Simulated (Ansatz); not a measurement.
# KLaCl2F2: complex band structure

Aim: relax a made-up compound, KLaCl2F2, and see how good a tunnel barrier it would be. It is built by putting Cl for part of the F in the KLaF4 structure of space group P4/mmm, with the volume rescaled by atomic radii. The parent structure comes from the Materials Project.

Program: Ansatz 0.2.0. Level of theory: PBE DFT, plane waves, PAW files, in the first sound run; inputs show where later runs differ. Results are calculated unless marked as measured.

The structure was built from a prototype and need not be the compound's stable phase.

## 1. Set-up

Symmetry: P-4m2, No. 115, tetragonal system. Conventional cell: a = 4.320 Å, b = 4.320 Å, c = 6.525 Å, α = 90.00°, β = 90.00°, γ = 90.00°. Nearest to K lie 4 F at 2.84 Å and 4 Cl at 2.84 Å. La has 4 F at 2.58 Å and 4 Cl at 2.58 Å nearest. F has 2 La at 2.58 Å and 2 K at 2.84 Å nearest. Cl has 2 La at 2.58 Å and 2 K at 2.84 Å nearest. It derives from KLaF4. Cl for part of the F in the KLaF4 structure of space group P4/mmm. Farther neighbours and most contacts between anions are not listed.

## 2. Cell and atoms at rest

The substituted atoms don't fit the parent's cell, so cell and atoms relax together. A small smearing keeps the run stable in case the gap closes on the way.

The input, input.yaml:

```yaml
crystal:
  lattice:
    - [4.3196513589, 0.0, 0.0]
    - [0.0, 4.3196513589, 0.0]
    - [0.0, 0.0, 6.5254550891]
  atoms:
    - { symbol: K, position: [0.0, 0.0, 0.0] }
    - { symbol: La, position: [0.5, 0.5, 0.5] }
    - { symbol: F, position: [0.5, 0.0, 0.71639365] }
    - { symbol: F, position: [0.0, 0.5, 0.28360635] }
    - { symbol: Cl, position: [0.5, 0.0, 0.28360635] }
    - { symbol: Cl, position: [0.0, 0.5, 0.71639365] }
kpoints:
  mp_grid: { grid: [6, 6, 4] }
scf:
  occupations: { method: gaussian, width: 0.03 }
hamiltonian:
  xc: pbe
output:
  forces: true
  stress: true
relax:
  f_tol: 0.02
  max_steps: 60
  cell: {}
```

The run is started by

```console
$ ansatz run input.yaml --threads 2 --pin off --max-ram 4096MiB --backend cpu --events-out ev --progress --plain --runs-dir out
```

Numbers of over 12 decimals in the logs are rounded to 6 here.

The log of the run:

```text
Engine: ansatz 0.2.0, x86_64-unknown-linux-gnu
Pseudopotentials: kind: paw
Pseudopotential: K, paw, valence charge 9, recommended cutoff 420 eV (normal), K.paw.azcp
Pseudopotential: La, paw, valence charge 11, recommended cutoff 420 eV (normal), La.paw.azcp
Pseudopotential: F, paw, valence charge 7, recommended cutoff 420 eV (normal), F.paw.azcp
Pseudopotential: Cl, paw, valence charge 7, recommended cutoff 420 eV (normal), Cl.paw.azcp
Functional definition: PBE
  parameter kappa = 0.804
  parameter beta = 0.066725
  exchange = pbe_x(kappa = kappa, mu = beta*pi^2/3)
  correlation = pbe_c(beta = beta)
Crystal: 6 atoms, lattice volume = 121.761 Å³
Basis set: ecut = 420 eV, 2373 PW (Γ), exchange–correlation on 60×60×90 points (8 copies of the dense FFT grid, shifted against one another)
Bands: 30, of which v1, the nominal top of the filled ones, is band 24 counted from 1 (23 counted from 0)
Symmetry: 8 space group operations
Space group: P-4m2 (ITA 115), of the structure as read, at distance tolerance 5.0e-5 Å
k-points: 30 of 144 (time reversal used)
Non-local potential: K, projectors of the file, l = 0: 3, l = 1: 2, l = 2: 2
Non-local potential: La, projectors of the file, l = 0: 3, l = 1: 2, l = 2: 2, l = 3: 3
Non-local potential: F, projectors of the file, l = 0: 2, l = 1: 2, l = 2: 1
Non-local potential: Cl, projectors of the file, l = 0: 2, l = 1: 2, l = 2: 2
PAW form: soft (Blöchl's): semilocal exchange-correlation on the pseudo side does not see the compensation charge
PAW one-centre angular grid: K, 110 points (default); XC on 64 Gauss nodes
PAW one-centre angular grid: La, 590 points (default); XC on 64 Gauss nodes
PAW one-centre angular grid: F, 110 points (default); XC on 64 Gauss nodes
PAW one-centre angular grid: Cl, 110 points (default); XC on 64 Gauss nodes
Initial density: superposition of atomic densities (neutral atoms: chi_scale 0, normalization atom), corrected by the library's trained network
Initial wavefunctions: pseudopotential atomic-orbital guess
Functional: x = pbe(κ = 0.804, μ = 0.219515), c = pbe(β = 0.066725)
SCF iter   1: F=—  HF=-11574.049483 eV  |F-HF|=—  |Δ(HF+E_count)|=         —  Δρ=2.02e-3  dr2=4.59e-3  ethr=1.77e-3  ⟨swp⟩=6.4  Hψ=3939  notcnv=0
preconditioner: auto → Resta (q_TF=auto, 2.336 Å⁻¹)  ε∞=4.1  [insulator: Δε(μ)=5.341 eV  Ē_g=12.606 eV  σ=0.030 eV  W_gap=1.00  n_scr=28 (ndim 8)  ℏωp=22.3 eV  f_vac=0.110  D(μ)=0.00/eV (n_scr^D=0)  ε∞_Penn≈4.1]
SCF iter   2: F=—  HF=-11574.048848 eV  |F-HF|=—  |Δ(HF+E_count)|=   6.35e-4  Δρ=1.18e-3  dr2=9.35e-4  ethr=9.56e-6  ⟨swp⟩=2.1  Hψ=2013  notcnv=0  defer=27
SCF iter   3: F=—  HF=-11574.049294 eV  |F-HF|=—  |Δ(HF+E_count)|=   4.46e-4  Δρ=5.12e-4  dr2=3.26e-4  ethr=1.95e-6  ⟨swp⟩=2.0  Hψ=1528  notcnv=0  defer=27
SCF iter   4: F=—  HF=-11574.049725 eV  |F-HF|=—  |Δ(HF+E_count)|=   4.31e-4  Δρ=1.11e-4  dr2=2.17e-5  ethr=6.78e-7  ⟨swp⟩=2.0  Hψ=1381  notcnv=0  defer=27
SCF iter   5: F=—  HF=-11574.049838 eV  |F-HF|=—  |Δ(HF+E_count)|=   1.13e-4  Δρ=3.02e-5  dr2=1.71e-6  ethr=4.52e-8  ⟨swp⟩=2.0  Hψ=1534  notcnv=0  defer=27
SCF iter   6: F=—  HF=-11574.049841 eV  |F-HF|=—  |Δ(HF+E_count)|=   2.29e-6  Δρ=7.60e-6  dr2=1.21e-7  ethr=3.56e-9  ⟨swp⟩=2.0  Hψ=1363  notcnv=0  defer=27
SCF iter   7: F=-11574.049841 eV  HF=-11574.049841 eV  |F-HF|=2.99e-9  |Δ(HF+E_count)|=   7.78e-8  Δρ=2.69e-6  dr2=9.11e-9  ethr=2.08e-10  ⟨swp⟩=4.0  Hψ=3172  notcnv=0
SCF 1 converged in 7 iterations: F = -11574.049841 eV  dr2 = 9.11e-9
  greatest PAW one-centre occupation: 0.988 electrons in one spin orbital (limit 2), on the K atom at site 0 (counted from 0), in its partial waves of l = 0
relax step   1: F+E_penalty+E_count = -11574.04984059 eV  Δ(F+E_penalty+E_count) = +0.000e0 eV  max|allowed force component| = 2.038e0 eV/Å  Δτ_max = 0.0000 Å  P = +12.529 GPa  Ω = 121.761 Å³  (7 SCF iters, dr2 threshold 1.00e-7 eV, accepted)
Crystal: 6 atoms, lattice volume = 138.466 Å³
Basis set: ecut = 420 eV, 2695 PW (Γ), exchange–correlation on 60×60×90 points (8 copies of the dense FFT grid, shifted against one another)
Initial density: handed on by an earlier stage of this run
Initial wavefunctions: those handed on with the density
iter 1 solved again at ethr=1.23e-3 eV; its pass at ethr=3.10e-3 eV (dr2=5.91e-1 eV) is discarded
SCF iter   1: F=—  HF=-11575.188447 eV  |F-HF|=—  |Δ(HF+E_count)|=         —  Δρ=1.34e-2  dr2=5.90e-1  ethr=1.23e-3  ⟨swp⟩=1.0  Hψ=6559  notcnv=0
preconditioner: auto → Resta (q_TF=auto, 2.287 Å⁻¹)  ε∞=3.9  [insulator: Δε(μ)=5.447 eV  Ē_g=12.296 eV  σ=0.030 eV  W_gap=1.00  n_scr=28 (ndim 8)  ℏωp=20.9 eV  f_vac=0.141  D(μ)=0.00/eV (n_scr^D=0)  ε∞_Penn≈3.9]
SCF iter   2: F=—  HF=-11575.033947 eV  |F-HF|=—  |Δ(HF+E_count)|=   1.54e-1  Δρ=7.74e-3  dr2=9.82e-2  ethr=1.23e-3  ⟨swp⟩=4.1  Hψ=1755  notcnv=0
SCF iter   3: F=—  HF=-11575.007171 eV  |F-HF|=—  |Δ(HF+E_count)|=   2.68e-2  Δρ=3.53e-3  dr2=2.33e-2  ethr=2.05e-4  ⟨swp⟩=3.6  Hψ=1907  notcnv=0
SCF iter   4: F=—  HF=-11575.001961 eV  |F-HF|=—  |Δ(HF+E_count)|=   5.21e-3  Δρ=1.25e-3  dr2=2.54e-3  ethr=4.85e-5  ⟨swp⟩=3.1  Hψ=1527  notcnv=0
SCF iter   5: F=—  HF=-11575.002148 eV  |F-HF|=—  |Δ(HF+E_count)|=   1.87e-4  Δρ=2.97e-4  dr2=2.05e-4  ethr=5.30e-6  ⟨swp⟩=2.3  Hψ=1772  notcnv=0
SCF iter   6: F=—  HF=-11575.002990 eV  |F-HF|=—  |Δ(HF+E_count)|=   8.42e-4  Δρ=8.29e-5  dr2=1.95e-5  ethr=4.27e-7  ⟨swp⟩=2.0  Hψ=1530  notcnv=0
SCF iter   7: F=—  HF=-11575.003023 eV  |F-HF|=—  |Δ(HF+E_count)|=   3.24e-5  Δρ=2.20e-5  dr2=8.88e-7  ethr=4.06e-8  ⟨swp⟩=2.0  Hψ=1292  notcnv=0
SCF iter   8: F=-11575.003026 eV  HF=-11575.003026 eV  |F-HF|=1.42e-7  |Δ(HF+E_count)|=   3.16e-6  Δρ=5.88e-6  dr2=5.12e-8  ethr=1.25e-9  ⟨swp⟩=4.1  Hψ=3206  notcnv=0
SCF 2 converged in 8 iterations: F = -11575.003026 eV  dr2 = 5.12e-8
relax step   2: F+E_penalty+E_count = -11575.00302595 eV  Δ(F+E_penalty+E_count) = -9.532e-1 eV  max|allowed force component| = 8.224e-1 eV/Å  Δτ_max = 0.1939 Å  P = +0.386 GPa  Ω = 138.466 Å³  energy of the carried Pulay correction = -1.893e-2 eV  (8 SCF iters, dr2 threshold 6.00e-7 eV, accepted)
Crystal: 6 atoms, lattice volume = 143.873 Å³
Basis set: ecut = 420 eV, 2815 PW (Γ), exchange–correlation on 60×60×90 points (8 copies of the dense FFT grid, shifted against one another)
iter 1 solved again at ethr=8.65e-4 eV; its pass at ethr=3.10e-3 eV (dr2=4.15e-1 eV) is discarded
SCF iter   1: F=—  HF=-11575.401671 eV  |F-HF|=—  |Δ(HF+E_count)|=         —  Δρ=2.19e-2  dr2=4.18e-1  ethr=8.65e-4  ⟨swp⟩=1.0  Hψ=5486  notcnv=0
[...]
relax step   8: F+E_penalty+E_count = -11575.81386413 eV  Δ(F+E_penalty+E_count) = -1.942e-1 eV  max|allowed force component| = 1.183e-2 eV/Å  Δτ_max = 0.0000 Å  P = +1.688 GPa  Ω = 148.198 Å³  stress off target by 3.34e0 GPa  SCF on the basis re-selected at this cell (its energy is not comparable with the rows above)  (8 SCF iters)
relax step   9: F+E_penalty+E_count = -11575.86700581 eV  Δ(F+E_penalty+E_count) = -5.314e-2 eV  max|allowed force component| = 6.091e-2 eV/Å  Δτ_max = 0.0278 Å  P = +0.794 GPa  Ω = 152.016 Å³  energy of the carried Pulay correction = -4.378e-3 eV  (6 SCF iters, dr2 threshold 6.00e-7 eV, accepted)
relax step  10: F+E_penalty+E_count = -11575.91578675 eV  Δ(F+E_penalty+E_count) = -4.878e-2 eV  max|allowed force component| = 9.578e-2 eV/Å  Δτ_max = 0.0590 Å  P = +0.819 GPa  Ω = 154.860 Å³  energy of the carried Pulay correction = -8.456e-3 eV  (7 SCF iters, dr2 threshold 6.00e-7 eV, accepted)
relax step  11: F+E_penalty+E_count = -11575.92758142 eV  Δ(F+E_penalty+E_count) = -1.179e-2 eV  max|allowed force component| = 3.144e-3 eV/Å  Δτ_max = 0.0529 Å  P = -0.267 GPa  Ω = 161.056 Å³  energy of the carried Pulay correction = -1.963e-2 eV  (7 SCF iters, dr2 threshold 6.00e-7 eV, accepted)
relax step  12: F+E_penalty+E_count = -11575.93262880 eV  Δ(F+E_penalty+E_count) = -5.047e-3 eV  max|allowed force component| = 7.453e-3 eV/Å  Δτ_max = 0.0141 Å  P = +0.000 GPa  Ω = 159.382 Å³  energy of the carried Pulay correction = -1.627e-2 eV  (6 SCF iters, dr2 threshold 3.36e-7 eV, accepted)
relax step  13: F+E_penalty+E_count = -11575.96622847 eV  Δ(F+E_penalty+E_count) = -3.360e-2 eV  max|allowed force component| = 7.128e-3 eV/Å  Δτ_max = 0.0000 Å  P = +0.184 GPa  Ω = 159.382 Å³  stress off target by 5.65e-1 GPa  SCF on the basis re-selected at this cell (its energy is not comparable with the rows above)  (7 SCF iters)
relax step  14: F+E_penalty+E_count = -11575.96945466 eV  Δ(F+E_penalty+E_count) = -3.226e-3 eV  max|allowed force component| = 1.251e-2 eV/Å  Δτ_max = 0.0191 Å  P = +0.136 GPa  Ω = 160.756 Å³  energy of the carried Pulay correction = -1.401e-3 eV  (6 SCF iters, dr2 threshold 6.00e-7 eV, accepted)
relax step  15: F+E_penalty+E_count = -11575.96896187 eV  Δ(F+E_penalty+E_count) = +4.928e-4 eV  max|allowed force component| = 1.171e-2 eV/Å  Δτ_max = 0.0055 Å  P = -0.036 GPa  Ω = 161.477 Å³  energy of the carried Pulay correction = -2.148e-3 eV  (6 SCF iters, dr2 threshold 6.38e-8 eV, accepted)
relax step  16: F+E_penalty+E_count = -11575.96910052 eV  Δ(F+E_penalty+E_count) = -1.386e-4 eV  max|allowed force component| = 4.786e-4 eV/Å  Δτ_max = 0.0027 Å  P = +0.001 GPa  Ω = 161.419 Å³  energy of the carried Pulay correction = -2.085e-3 eV  (6 SCF iters, dr2 threshold 7.26e-9 eV, accepted)
relax step  17: F+E_penalty+E_count = -11575.97167791 eV  Δ(F+E_penalty+E_count) = -2.577e-3 eV  max|allowed force component| = 4.093e-4 eV/Å  Δτ_max = 0.0000 Å  P = +0.013 GPa  Ω = 161.419 Å³  stress off target by 5.23e-2 GPa  SCF on the basis re-selected at this cell (its energy is not comparable with the rows above)  (6 SCF iters)
relax step  18: F+E_penalty+E_count = -11575.97156471 eV  Δ(F+E_penalty+E_count) = +1.132e-4 eV  max|allowed force component| = 2.727e-4 eV/Å  Δτ_max = 0.0015 Å  P = +0.001 GPa  Ω = 161.581 Å³  energy of the carried Pulay correction = -1.551e-4 eV  (6 SCF iters, dr2 threshold 6.83e-9 eV, accepted)
iter 1 solved again at ethr=6.99e-7 eV; its pass at ethr=3.10e-3 eV (dr2=3.36e-4 eV) is discarded
SCF iter   1: F=—  HF=-11575.971543 eV  |F-HF|=—  |Δ(HF+E_count)|=         —  Δρ=1.16e-5  dr2=1.53e-8  ethr=6.99e-7  ⟨swp⟩=3.0  Hψ=6077  notcnv=0
eigensolver tolerance schedule: the retry pair's looser diagonalisation over-reported the residual by 22008.62 of it (diagonalisation noise at an unbounded share of the residual, at the tolerance the schedule requests for it); recorded, not acted on — ethr = c·dr2/N_el stays at c = 1.0e-1
preconditioner: auto → Resta (q_TF=auto, 2.229 Å⁻¹)  ε∞=3.6  [insulator: Δε(μ)=4.946 eV  Ē_g=12.060 eV  σ=0.030 eV  W_gap=1.00  n_scr=36 (ndim 8)  ℏωp=19.4 eV  f_vac=0.193  D(μ)=0.00/eV (n_scr^D=0)  ε∞_Penn≈3.6]
SCF iter   2: F=—  HF=-11575.971699 eV  |F-HF|=—  |Δ(HF+E_count)|=   1.56e-4  Δρ=5.96e-6  dr2=4.65e-9  ethr=3.18e-11  ⟨swp⟩=3.2  Hψ=2347  notcnv=0
SCF iter   3: F=—  HF=-11575.971702 eV  |F-HF|=—  |Δ(HF+E_count)|=   2.72e-6  Δρ=1.76e-6  dr2=2.35e-9  ethr=9.68e-12  ⟨swp⟩=2.0  Hψ=1557  notcnv=0
SCF iter   4: F=—  HF=-11575.971702 eV  |F-HF|=—  |Δ(HF+E_count)|=   1.03e-7  Δρ=4.81e-7  dr2=1.66e-10  ethr=4.89e-12  ⟨swp⟩=2.0  Hψ=1508  notcnv=0
SCF iter   5: F=-11575.971702 eV  HF=-11575.971702 eV  |F-HF|=2.38e-10  |Δ(HF+E_count)|=   1.11e-8  Δρ=1.60e-7  dr2=3.93e-11  ethr=1.00e-12  ⟨swp⟩=4.4  Hψ=3190  notcnv=0
SCF 19 converged in 5 iterations: F = -11575.971702 eV  dr2 = 3.93e-11
relax step  19: F+E_penalty+E_count = -11575.97170224 eV  Δ(F+E_penalty+E_count) = -1.375e-4 eV  max|allowed force component| = 2.744e-4 eV/Å  Δτ_max = 0.0000 Å  P = +0.001 GPa  Ω = 161.581 Å³  stress off target by 3.52e-3 GPa  SCF on the basis re-selected at this cell (its energy is not comparable with the rows above)  (5 SCF iters)
basis re-selected at this cell: Δ(F+E_penalty+E_count) = -1.375e-4 eV, ΔP = +0.001 GPa vs the last step (what re-selecting the basis moved, of the pressure what is left beyond the Pulay correction that the steps carried, after the strain that the cell walked since its last selection, with what the two solves' SCF thresholds leave and, on support functions, any second-order correction that the steps lacked; it is no m [...]
SCF converged after 5 iterations
Free energy (F): -11575.971702 eV
Harris-Foulkes:  -11575.971702 eV  (|F-HF|=2.38e-10)
Internal energy: -11575.971702 eV  (E = F + TS)
E sigma→0 (E₀):  -11575.971702 eV
Fermi energy:    3.973696 eV
--- Per-component energies (eV) ---
  E_band       = -349.616880
  E_kinetic    = 1180.385674
  E_local      = -3475.819839  (includes V_loc(G=0)·N_el)
  E_nonlocal   = 312.147303
  E_hartree    = 1307.460176
  E_xc         = -649.472763
  E_vxc        = -762.248811  (∫ρ·V_xc dr)
  E_paw        = -7918.260413  (= ΣΔE_a)
  E_vpaw       = -219.006095  (= ΣTr[D̂ρ^β])
  E_aug_tail   = 0.004305  (compensation charges beyond the density's cutoff)
  E_ewald      = -2332.416145
  E_smearing   = -0.000000  (= −TS)
  E_closure    = -0.000000  (closes the sum)
  Σ components = -11575.971702   (vs F -11575.971702, Δ=0.00e0)
--- Forces (eV/Å), atoms counted from 1 ---
  atom   1  K     -0.00000000    -0.00000000    -0.00000000
  atom   2  La     0.00000000     0.00000000     0.00000000
  atom   3  F     -0.00000000    -0.00000000    -0.00005604
  atom   4  F     -0.00000000    -0.00000000     0.00005604
  atom   5  Cl    -0.00000000    -0.00000000     0.00027437
  atom   6  Cl    -0.00000000    -0.00000000    -0.00027437
  max |Σ_I F_I| component: 6.94e-18 eV/Å
--- Stress (GPa, compression-positive) ---
       -0.000024       0.000000      -0.000000
        0.000000      -0.000024       0.000000
       -0.000000       0.000000       0.003519
  P = ⅓ Tr σ = 0.0012 GPa (0.012 kbar)
--- Relaxed structure (15 steps of the walk, 14 accepted, 4 SCFs on fresh bases) ---
  F+E_penalty+E_count = -11575.97170224 eV   max|allowed force component| = 2.744e-4 eV/Å   (the final SCF, on the basis selected at the relaxed cell)
  cell:  # Å, volume = 161.5806 Å³
    - [4.376755, 0, 0]
    - [0, 4.376755, 0.0]
    - [0, 0.0, 8.434994]
  atoms:
    - { symbol: K, position: [0, 0, 1.4676553680196288e-18] }
    - { symbol: La, position: [0.500000, 0.500000, 0.500000] }
    - { symbol: F, position: [0.500000, 0, 0.602062] }
    - { symbol: F, position: [0, 0.500000, 0.397938] }
    - { symbol: Cl, position: [0.500000, 0, 0.240587] }
    - { symbol: Cl, position: [0, 0.500000, 0.759413] }
```

Wall time 40 s (2 threads of AMD EPYC 9R45, shared host); peak memory 0.52 GiB.

Step by step:

```csv
step,energy less that of the first step (eV),largest force component (eV/Å),pressure (GPa),volume (Å³)
1,0.0000,2.0378,12.53,121.76
2,-0.9532,0.8224,0.39,138.47
3,-1.2012,0.3685,-0.32,143.87
4,-1.4373,0.3097,-0.11,146.16
5,-1.5637,0.0643,0.52,147.01
6,-1.5405,0.1107,-1.26,151.35
7,-1.5698,0.0102,-0.01,148.20
8*,-1.7640,0.0118,1.69,148.20
9,-1.8172,0.0609,0.79,152.02
10,-1.8659,0.0958,0.82,154.86
11,-1.8777,0.0031,-0.27,161.06
12,-1.8828,0.0075,0.00,159.38
13*,-1.9164,0.0071,0.18,159.38
14,-1.9196,0.0125,0.14,160.76
15,-1.9191,0.0117,-0.04,161.48
16,-1.9193,0.0005,0.00,161.42
17*,-1.9218,0.0004,0.01,161.42
18,-1.9217,0.0003,0.00,161.58
19*,-1.9219,0.0003,0.00,161.58
```

Relaxation steps marked * repeat the geometry before them on a plane-wave basis chosen anew for their cell, so energy and pressure can jump there. Relaxation step 6 was tried and not accepted.

The run keeps the 8 symmetry operations that it works with, so distortions that break them were not tested.

```csv
cell as run,before,after,change
a (Å),4.320,4.377,+1.3 %
b (Å),4.320,4.377,+1.3 %
c (Å),6.525,8.435,+29.3 %
volume (Å³/atom),20.29,26.93,+32.7 %
```

The atoms that moved most (Å, as changes of fractional coordinates times the final cell):

```csv
atom,dx,dy,dz,length
F3,0.000,0.000,-0.964,0.964
F4,0.000,0.000,0.964,0.964
Cl5,0.000,0.000,-0.363,0.363
Cl6,0.000,0.000,0.363,0.363
```

The relaxed structure:

```cif
data_structure
_symmetry_space_group_name_H-M 'P 1'
_symmetry_Int_Tables_number 1
_cell_length_a 4.3768
_cell_length_b 4.3768
_cell_length_c 8.4350
_cell_angle_alpha 90.000
_cell_angle_beta 90.000
_cell_angle_gamma 90.000
_cell_volume 161.58
loop_
_atom_site_label
_atom_site_type_symbol
_atom_site_fract_x
_atom_site_fract_y
_atom_site_fract_z
_atom_site_occupancy
K1 K 0.00000 0.00000 0.00000 1
La2 La 0.50000 0.50000 0.50000 1
F3 F 0.50000 0.00000 0.60206 1
F4 F 0.00000 0.50000 0.39794 1
Cl5 Cl 0.50000 0.00000 0.24059 1
Cl6 Cl 0.00000 0.50000 0.75941 1
```

This step gave:

| Quantity | Value |
| --- | --- |
| free energy | -11575.9717 eV |
| Fermi energy | 3.974 eV |
| pressure | 0.001157 GPa |

The largest force component on a free atom ends at 2.7e-4 eV/Å.

## 3. The bulk crystal and its band edges

The energy window and the wavevectors of the next steps follow from the band edges, so these are searched first, off the mesh as well.

The input, input.yaml:

```yaml
crystal:
  lattice:
    - [4.376755181, 0.0, 0.0]
    - [0.0, 4.376755181, 0.0]
    - [0.0, 0.0, 8.4349943927]
  atoms:
    - { symbol: K, position: [0.0, 0.0, 0.0] }
    - { symbol: La, position: [0.5, 0.5, 0.5] }
    - { symbol: F, position: [0.5, 0.0, 0.6020622524] }
    - { symbol: F, position: [0.0, 0.5, 0.3979377476] }
    - { symbol: Cl, position: [0.5, 0.0, 0.2405872256] }
    - { symbol: Cl, position: [0.0, 0.5, 0.7594127744] }
kpoints:
  mp_grid: { grid: [6, 6, 4] }
  band_path: { path: [VBM, CBM], npoints: 30 }
scf:
  occupations: { method: fixed }
hamiltonian:
  xc: pbe
output:
  eigenvalues: true
  write_potential: true
  write_density: true
  volumetric_format: npy
```

The log of the run:

```text
[...]
Crystal: 6 atoms, lattice volume = 161.581 Å³
Basis set: ecut = 420 eV, 3181 PW (Γ)
Bands: 30, of which v1, the nominal top of the filled ones, is band 24 counted from 1 (23 counted from 0)
Symmetry: 8 space group operations
[...]
k-points: 30 of 144 (time reversal used)
[...]
SCF iter   1: F=—  HF=-11575.973377 eV  |F-HF|=—  |Δ(HF+E_count)|=         —  Δρ=1.42e-3  dr2=9.69e-3  ethr=1.77e-3  ⟨swp⟩=4.0  Hψ=3488  notcnv=0  defer=7
[...]
SCF iter   7: F=-11575.971954 eV  HF=-11575.971953 eV  |F-HF|=2.07e-8  |Δ(HF+E_count)|=   2.78e-7  Δρ=2.28e-6  dr2=1.50e-8  ethr=2.08e-10  ⟨swp⟩=5.6  Hψ=2890  notcnv=0
SCF 1 converged in 7 iterations: F = -11575.971954 eV  dr2 = 1.50e-8
[...]
NSCF: frozen V_eff on 40 k-points
[...]
SCF converged after 7 iterations
Free energy (F): -11575.971954 eV
[...]
Internal energy: -11575.971954 eV  (E = F + TS)
E sigma→0 (E₀):  -11575.971954 eV
Fermi energy:    1.500683 eV
[...]
--- Band table (eV; the first three rows and the last of 30) ---
  k-point 0: bands = [... 20 lower, 1.2623, 1.2623, 1.5007, 1.5007, 6.4481, 6.4879, 6.5388, 6.5388, ... 2 higher]
  k-point 1: bands = [... 20 lower, 1.2633, 1.2633, 1.4992, 1.4992, 6.4540, 6.4879, 6.5379, 6.5379, ... 2 higher]
  k-point 2: bands = [... 20 lower, 1.2644, 1.2644, 1.4977, 1.4977, 6.4614, 6.4878, 6.5371, 6.5371, ... 2 higher]
  k-point 29: bands = [... 20 lower, 1.0196, 1.0196, 1.1738, 1.4765, 6.5446, 6.5446, 6.5456, 6.5939, ... 2 higher]
```

Elapsed: 9.7 s, on 2 threads; peak memory 0.5 GiB; 19 s of CPU time.

This step gave:

```
free energy         : -11575.9720 eV
Fermi energy        : 1.501 eV
gap on the k-mesh   : 4.946 eV
gap on path         : 4.944 eV, by band count; negative where bands overlap
direct gap on path  : 4.947 eV
edge places on path : 0, 0.2369 1/A along the path
```

Electronic bands along the path, in eV, zero at the Fermi level (highest filled level under fixed occupations); v1 is the highest filled band, c1 the lowest empty one:

```csv
point,v4,v3,v2,v1,c1,c2,c3,c4
VBM,-0.24,-0.24,0.00,0.00,4.95,4.99,5.04,5.04
halfway,-0.28,-0.20,-0.02,-0.02,4.95,4.99,5.04,5.05
CBM,-0.38,-0.18,-0.07,-0.05,4.94,5.00,5.04,5.06
```

The searched edges give 4.94 eV, against 4.95 eV on the mesh.

[end of part 1 of 3]

[Logs are printed without paths, hosts, clocks, repeated set-up lines and the standing remarks that a program may print on its own settings, such as how far it seeks lower states.]

[Hosts, paths, dates, database ids (printed as entryN), source tags and the programs' standing remarks are cut or masked in the printed files.]
